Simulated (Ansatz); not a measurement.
# Phonons of NbAlB in the AlB2 type, part 3 of 3

The plan: relax NbAlB in the AlB2 type, check its phonons, and, if the lattice is stable, compute its Eliashberg function and ρ(T).

Ansatz 0.2.0; DFT LDA, scalar-relativistic, plane waves, PAW; PAW set soft_1.

So far, highest frequency, solved or plainly interpolated (cm⁻¹): step 5 (phonons by linear response: q 2×2×2, k 6×6×6) 723. Also lowest on path (cm⁻¹): step 5 -132. The relaxed cell has a = 3.571, c = 3.319 Å (conventional setting).

The structure was built from a prototype and need not be the compound's stable phase.

### Step 6. Lattice stability: q 3×3×2, k 9×9×6

An imaginary mode on so few k-points may come from the sampling, so the phonons are repeated with another q and k mesh.

input.yaml

```yaml
crystal:
  lattice:
    - [3.5713901665, -2.8831e-06, 0.0]
    - [-1.7856925864, 3.0929160526, 0.0]
    - [0.0, 0.0, 3.3192512464]
  atoms:
    - { symbol: Nb, position: [0.0, 0.0, 0.0] }
    - { symbol: B, position: [0.3333333333, 0.6666666667, 0.5] }
    - { symbol: Al, position: [0.6666666667, 0.3333333333, 0.5] }
kpoints:
  mp_grid: { grid: [9, 9, 6] }
hamiltonian:
  xc: lda
  pseudopotentials: { kind: paw, azcp: { folder: soft_1 }, xc_functional: pbe }
scf:
  occupations: { method: methfessel_paxton, width: 0.2 }
output:
  eigenvalues: true
phonons:
  method: dfpt
  qmesh: [3, 3, 2]
  temperatures: { t_max: 1000, t_step: 50 }
  qpath:
    path:
      - [[0.0, 0.0, 0.0], [0.5, 0.0, 0.0], [0.33333333, 0.33333333, 0.0], [0.0, 0.0, 0.0], [0.0, 0.0, 0.5], [0.5, 0.0, 0.5], [0.33333333, 0.33333333, 0.5], [0.0, 0.0, 0.5]]
      - [[0.5, 0.0, 0.5], [0.5, 0.0, 0.0]]
      - [[0.33333333, 0.33333333, 0.5], [0.33333333, 0.33333333, 0.0]]
    npoints: 10
```

Run with:

```sh
$ ansatz run input.yaml --threads 4 --pin off --max-ram 12288MiB --backend cpu --events-out ev --progress --plain --runs-dir out
```

Numbers of over 12 decimals in the logs are rounded to 6 here.

What it wrote:

```text
[...]
Crystal: 3 atoms, lattice volume = 36.664 Å³
Basis set: ecut = 420 eV, 689 PW (Γ), exchange–correlation on 48×48×48 points (8 copies of the dense FFT grid, shifted against one another)
Bands: 14, of which v1, the nominal top of the filled ones, is band 10 counted from 1 (9 counted from 0)
Symmetry: 12 space group operations
k-points: 48 of 486 (time reversal used)
[...]
SCF iter   1: F=—  HF=-5107.797018 eV  |F-HF|=—  |Δ(HF+E_count)|=         —  Δρ=1.06e-1  dr2=8.30e0  ethr=3.10e-3  ⟨swp⟩=5.1  Hψ=3527  notcnv=0
[...]
SCF iter  10: F=-5105.600709 eV  HF=-5105.600709 eV  |F-HF|=9.09e-13  |Δ(HF+E_count)|=  3.64e-12  S|Δr|=    0.00e0  Δρ=2.17e-8  dr2=6.64e-14  ethr=1.00e-12  ⟨swp⟩=5.0  Hψ=2466  notcnv=0
SCF 1 converged in 10 iterations: F = -5105.600709 eV  dr2 = 6.64e-14
[...]
SCF converged after 10 iterations
[...]
Free energy (F): -5105.600709 eV
[...]
Internal energy: -5105.598426 eV  (E = F + TS)
E sigma→0 (E₀):  -5105.600138 eV
Entropy (-TS):   -0.002283 eV (-0.761 meV/atom)
Fermi energy:    14.907679 eV
[...]
--- Band table (eV; the first three rows and the last of 48) ---
  k-point 0: bands = [... 6 lower, 11.1906, 11.4965, 14.3342, 15.5878, 15.5878, 16.9046, 16.9046, 17.0092]
  k-point 1: bands = [... 6 lower, 11.4456, 11.4456, 14.3144, 14.3144, 14.5055, 17.3044, 17.3044, 17.4246]
  k-point 2: bands = [... 6 lower, 12.0150, 12.0150, 13.3173, 13.3173, 15.8190, 15.9537, 15.9537, 18.2856]
  k-point 47: bands = [... 6 lower, 10.7057, 11.0754, 11.6394, 16.3543, 17.1699, 17.7832, 18.3611, 18.9139]
[...]
ASR residual: 7.025e-6 → 0.000e0 eV/Å²; symmetrization residual: 2.805e-6 eV/Å²
  ASR residual per site (eV/Å²): 7.02e-6 6.33e-6 5.51e-6
  Γ frequencies (cm⁻¹): 0.00 0.00 0.00 121.17 296.61 296.61 344.69 699.96 699.96
--- Phonons (arbitrary-q DFPT): 6 irreducible q on the 3×3×2 mesh ---
[...]
interpolated dispersion: 93 rows × 9 modes
[...]
```

The job ended after 92 s (4 threads of Arm Neoverse V1, shared host; peak memory 0.7 GiB).

This step gave:

```
share of imaginary modes in the plain interpolation between solved wavevectors : 0.0621
highest frequency, solved or plainly interpolated                              : 739.4 cm⁻¹
```

Solved on the 3×3×2 mesh alone; all other wavevectors are interpolated. Phonon branches along the path, in cm⁻¹:

| point | branch 1 | branch 2 | branch 3 | branch 4 | branch 5 | branch 6 | branch 7 | branch 8 | branch 9 |
| --- | --- | --- | --- | --- | --- | --- | --- | --- | --- |
| Γ | 0 | 0 | 0 | 121 | 297 | 297 | 345 | 700 | 700 |
| halfway | 62 | 93 | 119 | 140 | 305 | 333 | 378 | 682 | 698 |
| M | 74 | 86 | 162 | 169 | 315 | 318 | 441 | 676 | 696 |
| halfway | 88 | 103 | 155 | 179 | 297 | 315 | 458 | 644 | 725 |
| K | 89 | 124 | 148 | 190 | 282 | 311 | 473 | 626 | 739 |
| halfway | 86 | 93 | 131 | 142 | 300 | 330 | 400 | 669 | 708 |
| Γ | 0 | 0 | 0 | 121 | 297 | 297 | 345 | 700 | 700 |
| halfway | 98 | 98 | 151 | 198 | 291 | 291 | 348 | 694 | 694 |
| A | 142 | 142 | 212 | 233 | 283 | 283 | 366 | 688 | 688 |
| halfway | -78 | 134 | 214 | 242 | 279 | 349 | 370 | 675 | 697 |
| L | -122 | 141 | 204 | 244 | 273 | 353 | 464 | 641 | 705 |
| halfway | -102 | 108 | 162 | 270 | 325 | 354 | 465 | 625 | 711 |
| H | -54 | 58 | 138 | 287 | 358 | 358 | 472 | 606 | 715 |
| halfway | -89 | 122 | 194 | 254 | 304 | 346 | 381 | 666 | 701 |
| A | 142 | 142 | 212 | 233 | 283 | 283 | 366 | 688 | 688 |
| jump to L | -122 | 141 | 204 | 244 | 273 | 353 | 464 | 641 | 705 |
| halfway | -71 | 107 | 185 | 216 | 297 | 334 | 453 | 658 | 700 |
| M | 74 | 86 | 162 | 169 | 315 | 318 | 441 | 676 | 696 |
| jump to H | -54 | 58 | 138 | 287 | 358 | 358 | 472 | 606 | 715 |
| halfway | -36 | 105 | 156 | 229 | 327 | 338 | 473 | 616 | 727 |
| K | 89 | 124 | 148 | 190 | 282 | 311 | 473 | 626 | 739 |

The phonon branches as a text plot (rows in cm⁻¹):

```
    721 |       ********                ********     *     ******
    686 |*******       *****************        ***** *****
    650 |       ***  **               ****    ***    ***
    614 |          **                     ****             ******
    578 |
    542 |
    506 |
    470 |        *****                  ******       ***   ******
    434 |    ****     *               **      *         ***
    398 |              *                       **
    362 |  **           *  ***************************     **
    327 |******************         *     *   **      *****  ****
    291 |****    ************************* ***  *********  *   **
    255 |                           *******   ****   *      **
    219 |                      **********        *******      *
    183 |      *******        ***        *     **     *****    **
    147 |   *************   *** ***************   ****   ********
    111 |****    ****** **** ***   *      *   *****   **      *
     75 | ****************  **             ***          ****** **
     39 |***             ** *                           *
      4 |*                **
    -32 |                           *                       ***
    -68 |                            *     ***   *     *   *
   -104 |                             *****   ***    **
         Γ     M   K       Γ     A      L   H      A|L   M|H    K
```

Lowest modes at the softest wavevector of the mesh. The modes at q = (0.000, 0.333, 0.500) (shares of kinetic energy by element, %) (negative means imaginary):

```csv
mode,frequency (cm⁻¹),Nb %,B %,Al %
1,-109.8,71,17,12
2,135.3,100,0,0
3,208.8,90,1,8
4,245.4,15,76,9
5,276.1,0,32,68
6,347.8,14,7,79
```

Displacements in mode 1 (-109.8 cm⁻¹), the largest set to 1, in the home cell (x, y, z of the real part, then of the imaginary part):
```
Nb1  0.00  0.62  0.00  0.00  0.32  0.00
B2   0.00  0.00 -0.99  0.00  0.00  0.12
Al3  0.00  0.00  0.50  0.00  0.00 -0.16
```

Displacements in mode 6 (347.8 cm⁻¹), the largest set to 1, in the home cell (x, y, z of the real part, then of the imaginary part):
```
Nb1  0.00  0.20  0.00  0.00  0.09  0.00
B2   0.00  0.00  0.03  0.00  0.00 -0.47
Al3  0.00  0.00 -1.00  0.00  0.00  0.00
```

The modes has structure finer than the step of the table below, so its rows give means over 25 cm⁻¹, whole bins alone (the curve runs from -131 to 771 cm⁻¹). Peaks (cm⁻¹: height): Al 299.9: 0.0198, 339.7: 0.0260, 453.2: 0.0112, 702.8: 0.0122; B 237.5: 0.00717, 299.9: 0.00926, 702.8: 0.0260; Nb -91.6: 0.0054, 112.7: 0.0204, 180.8: 0.02, 299.9: 0.00607.

Phonopy on the run's constants, 19x19x17 mesh, Gaussian sigma 6.4 cm⁻¹. Modes against wavenumber; means over each step; values in 1/cm⁻¹/cell:

```csv
wavenumber (cm⁻¹),Al,B,Nb
-100,6.7e-4,0.00125,0.00473
-75,6.1e-4,0.00147,0.00453
-50,3.9e-4,0.00121,0.00302
-25,2.0e-4,7.8e-4,0.00146
0,7.0e-5,3.2e-4,5.3e-4
25,2.9e-4,6.5e-4,0.00153
50,9.1e-4,0.00192,0.00444
75,0.00134,0.00330,0.00684
100,0.00206,0.00299,0.0146
125,0.00137,0.00247,0.0166
150,0.00126,0.00284,0.0114
175,0.00181,0.00388,0.0177
200,0.00115,0.00427,0.0109
225,6.8e-4,0.00603,0.00378
250,5.0e-4,0.00564,0.00160
275,0.00440,0.00396,0.00122
300,0.0168,0.00754,0.00473
325,0.0200,0.00248,0.00378
350,0.0185,0.00191,0.00375
375,0.00330,0.00102,4.7e-4
400,0.00354,0.00104,3.1e-4
425,0.00577,0.00125,3.4e-4
450,0.0102,0.00134,5.0e-4
475,0.00404,2.5e-4,1.6e-4
500,1.3e-5,0,0
525,0,0,0
550,0,0,0
575,0,7.6e-7,0
600,2.2e-5,6.4e-4,0
625,5.5e-4,0.00632,9.0e-6
650,0.00212,0.0117,3.1e-5
675,0.00402,0.0124,3.2e-5
700,0.00973,0.0210,1.9e-5
725,0.00339,0.00760,4.4e-6
750,1.5e-4,3.5e-4,0
```

No LO-TO term; unit eigenvectors of the mass-weighted matrix. Modes at Γ, with each element's share of the kinetic energy:

```csv
mode,frequency (cm⁻¹),symmetry,Nb %,B %,Al %
1,0.0,unnamed,71,8,21
2,0.0,unnamed,71,8,21
3,0.0,unnamed,71,8,21
4,121.2,A2'',6,92,3
5,296.6,E',29,26,45
6,296.6,E',29,26,45
7,344.7,A2'',23,0,77
8,700.0,E',0,66,34
9,700.0,E',0,66,34
```

Displacements in mode 4 (121.2 cm⁻¹), the largest set to 1:
```
Nb1  0.00  0.00 -0.08
B2   0.00  0.00  1.00
Al3  0.00  0.00 -0.11
```

Displacements in mode 8 (700.0 cm⁻¹), the largest set to 1:
```
Nb1  0.00  0.02  0.00
B2   0.00  1.00  0.00
Al3  0.00 -0.46  0.00
```

Among the solved wavevectors the lowest mode, translations apart, is -110 cm⁻¹, imaginary.

### Step 7. Lattice stability: Fermi–Dirac smearing of 0.3 eV

The phonons are repeated on the same meshes with a wide Fermi–Dirac smearing, to see whether the soft mode comes from sharp features of the Fermi surface.

Changes to input.yaml since step 6:

```diff
@@ -15,3 +15,3 @@
 scf:
-  occupations: { method: methfessel_paxton, width: 0.2 }
+  occupations: { method: fermi_dirac, width: 0.3 }
 output:
```

What it wrote:

```text
band count auto-derived: 15 (N_el = 19.0; filled up to band 10; 14 by the electrons, moments and atoms)
[...]
Crystal: 3 atoms, lattice volume = 36.664 Å³
Basis set: ecut = 420 eV, 689 PW (Γ), exchange–correlation on 48×48×48 points (8 copies of the dense FFT grid, shifted against one another)
Bands: 15, of which v1, the nominal top of the filled ones, is band 10 counted from 1 (9 counted from 0)
Symmetry: 12 space group operations
k-points: 48 of 486 (time reversal used)
[...]
SCF iter   1: F=—  HF=-5107.983913 eV  |F-HF|=—  |Δ(HF+E_count)|=         —  Δρ=1.07e-1  dr2=8.49e0  ethr=3.10e-3  ⟨swp⟩=5.1  Hψ=3722  notcnv=0
[...]
SCF iter   9: F=-5105.763814 eV  HF=-5105.763814 eV  |F-HF|=0.00e0  |Δ(HF+E_count)|=  1.90e-10  Δρ=1.29e-7  dr2=2.22e-12  ethr=1.00e-12  ⟨swp⟩=4.0  Hψ=3404  notcnv=0
SCF 1 converged in 9 iterations: F = -5105.763814 eV  dr2 = 2.22e-12
[...]
SCF converged after 9 iterations
Free energy (F): -5105.763814 eV
[...]
Internal energy: -5105.432938 eV  (E = F + TS)
E sigma→0 (E₀):  -5105.598376 eV
Entropy (-TS):   -0.330876 eV (-110.292 meV/atom)
Fermi energy:    14.847113 eV
[...]
--- Band table (eV; the first three rows and the last of 48) ---
  k-point 0: bands = [... 6 lower, 11.1942, 11.4977, 14.3385, 15.5885, 15.5885, 16.9109, 16.9109, 17.0116, ... 1 higher]
  k-point 1: bands = [... 6 lower, 11.4494, 11.4494, 14.3160, 14.3160, 14.5103, 17.3096, 17.3096, 17.4264, ... 1 higher]
  k-point 2: bands = [... 6 lower, 12.0202, 12.0202, 13.3176, 13.3176, 15.8241, 15.9581, 15.9581, 18.2869, ... 1 higher]
  k-point 47: bands = [... 6 lower, 10.7135, 11.0771, 11.6349, 16.3543, 17.1743, 17.7841, 18.3635, 18.9139, ... 1 higher]
[...]
ASR residual: 1.376e-3 → 0.000e0 eV/Å²; symmetrization residual: 4.347e-6 eV/Å²
  ASR residual per site (eV/Å²): 1.38e-3 2.07e-4 2.14e-5
  Γ frequencies (cm⁻¹): 0.00 0.00 0.00 133.22 294.92 294.92 344.73 695.79 695.79
--- Phonons (arbitrary-q DFPT): 6 irreducible q on the 3×3×2 mesh ---
[...]
interpolated dispersion: 93 rows × 9 modes
[...]
```

The job ended after 1.7 min (4 threads; peak memory 0.73 GiB).

This step gave:

| Quantity | Value |
| --- | --- |
| share of imaginary modes in the plain interpolation between solved wavevectors | 0.0413 |
| highest frequency, solved or plainly interpolated | 736.0 cm⁻¹ |

Solved on the 3×3×2 mesh alone; all other wavevectors are interpolated. The phonon branches at the labelled points (cm⁻¹):

| point | branch 1 | branch 2 | branch 3 | branch 4 | branch 5 | branch 6 | branch 7 | branch 8 | branch 9 |
| --- | --- | --- | --- | --- | --- | --- | --- | --- | --- |
| Γ | 0 | 0 | 0 | 133 | 295 | 295 | 345 | 696 | 696 |
| halfway | 58 | 107 | 130 | 131 | 304 | 333 | 374 | 680 | 696 |
| M | 78 | 115 | 151 | 166 | 312 | 317 | 440 | 670 | 697 |
| halfway | 106 | 116 | 150 | 172 | 296 | 314 | 457 | 639 | 723 |
| K | 116 | 125 | 153 | 180 | 281 | 311 | 473 | 620 | 736 |
| halfway | 78 | 114 | 135 | 137 | 298 | 329 | 397 | 666 | 706 |
| Γ | 0 | 0 | 0 | 133 | 295 | 295 | 345 | 696 | 696 |
| halfway | 94 | 94 | 143 | 202 | 289 | 289 | 347 | 690 | 690 |
| A | 134 | 134 | 210 | 217 | 282 | 282 | 368 | 685 | 685 |
| halfway | -31 | 142 | 199 | 249 | 276 | 353 | 370 | 672 | 693 |
| L | -96 | 150 | 189 | 250 | 269 | 355 | 461 | 639 | 700 |
| halfway | -81 | 115 | 148 | 268 | 318 | 356 | 462 | 621 | 706 |
| H | 17 | 41 | 124 | 280 | 349 | 357 | 470 | 601 | 710 |
| halfway | -50 | 134 | 180 | 258 | 299 | 351 | 381 | 663 | 698 |
| A | 134 | 134 | 210 | 217 | 282 | 282 | 368 | 685 | 685 |
| jump to L | -96 | 150 | 189 | 250 | 269 | 355 | 461 | 639 | 700 |
| halfway | -27 | 113 | 180 | 213 | 294 | 336 | 451 | 655 | 698 |
| M | 78 | 115 | 151 | 166 | 312 | 317 | 440 | 670 | 697 |
| jump to H | 17 | 41 | 124 | 280 | 349 | 357 | 470 | 601 | 710 |
| halfway | 56 | 100 | 145 | 226 | 321 | 337 | 471 | 610 | 723 |
| K | 116 | 125 | 153 | 180 | 281 | 311 | 473 | 620 | 736 |

The phonon branches as a text plot (rows in cm⁻¹):

```
    719 |       ********                 ******            ******
    684 |*******        *****************      ************
    649 |       **    **              ****    ***    ****
    615 |         ****                    ****             ******
    580 |
    545 |
    511 |
    476 |         ****                  ******       *     ******
    441 |     ****                     *      *       *****
    407 |    *        **              *        *
    372 |   *           *       ******  ******  * ***      *
    337 |******       **********    ****   *******   ***** ****
    303 |***********************  **      *    *****   ****   ***
    268 |          **           ***************** *****    **   *
    234 |                       ** ***  *        ** ***      *
    199 |                     ***********        ********     *
    164 |    **********     ** *      *****   ***      ****   ***
    130 |*******************  * ******   ***************  *******
     95 |  *** ***    ****   ***   *       *      *     ***  * **
     60 | *****         **  **      *        *          *   ***
     26 |**               * *               *    *         *
     -9 |                  *
    -44 |                            *       *  *      *
    -78 |                             ******  **     **
         Γ     M   K       Γ     A      L   H      A|L   M|H    K
```

Lowest modes at the softest wavevector of the mesh. The modes at q = (-0.333, 0.000, 0.500) (shares of kinetic energy by element, %) (negative means imaginary):

```csv
mode,frequency (cm⁻¹),Nb %,B %,Al %
1,-76.1,75,11,14
2,146.3,100,0,0
3,193.2,91,1,8
4,253.3,11,83,6
5,272.5,0,32,68
6,351.5,14,6,80
```

Displacements in mode 1 (-76.1 cm⁻¹), the largest set to 1, in the home cell (x, y, z of the real part, then of the imaginary part):
```
Nb1  0.73  0.42  0.00 -0.24 -0.14  0.00
B2   0.00  0.00 -0.98  0.00  0.00 -0.22
Al3  0.00  0.00  0.72  0.00  0.00  0.03
```

Displacements in mode 2 (146.3 cm⁻¹), the largest set to 1, in the home cell:
```
Nb1 -0.58  1.00  0.00
B2   0.00  0.00  0.00
Al3  0.00  0.00  0.00
```

Among the solved wavevectors the lowest mode, translations apart, is -76.1 cm⁻¹, imaginary.

### Step 8. What came out

```json
{
 "phonon run of the rows without a label of their own": "LDA, q 3×3×2, k 9×9×6",
 "softest mode on the q mesh": "-110 cm⁻¹ at q = (0, 0.333, 0.5)",
 "highest frequency, solved or plainly interpolated": "739 cm⁻¹"
}
```

What this shows: The lattice is dynamically unstable at this level: a mode at q = (0, 0.333, 0.5) is imaginary, 110i cm⁻¹, so no harmonic coupling constant or resistivity is defined for this structure. These meshes are coarse, and single modes of a metal can move by tens of cm⁻¹ with the k mesh. The coarser mesh found an imaginary mode at another wavevector, which this mesh lacks. The phonon runs are not spin-polarised. The PAW files were made for PBE; under other functionals the run regenerates their frozen core. The structure was built by hand as an ordered model, and its stability against other phases was not tested.

[Logs are printed without paths, hosts, clocks, repeated set-up lines and the standing remarks that a program may print on its own settings, such as how far it seeks lower states.]

[Hosts, paths, dates, database ids (printed as entryN), source tags and the programs' standing remarks are cut or masked in the printed files.]
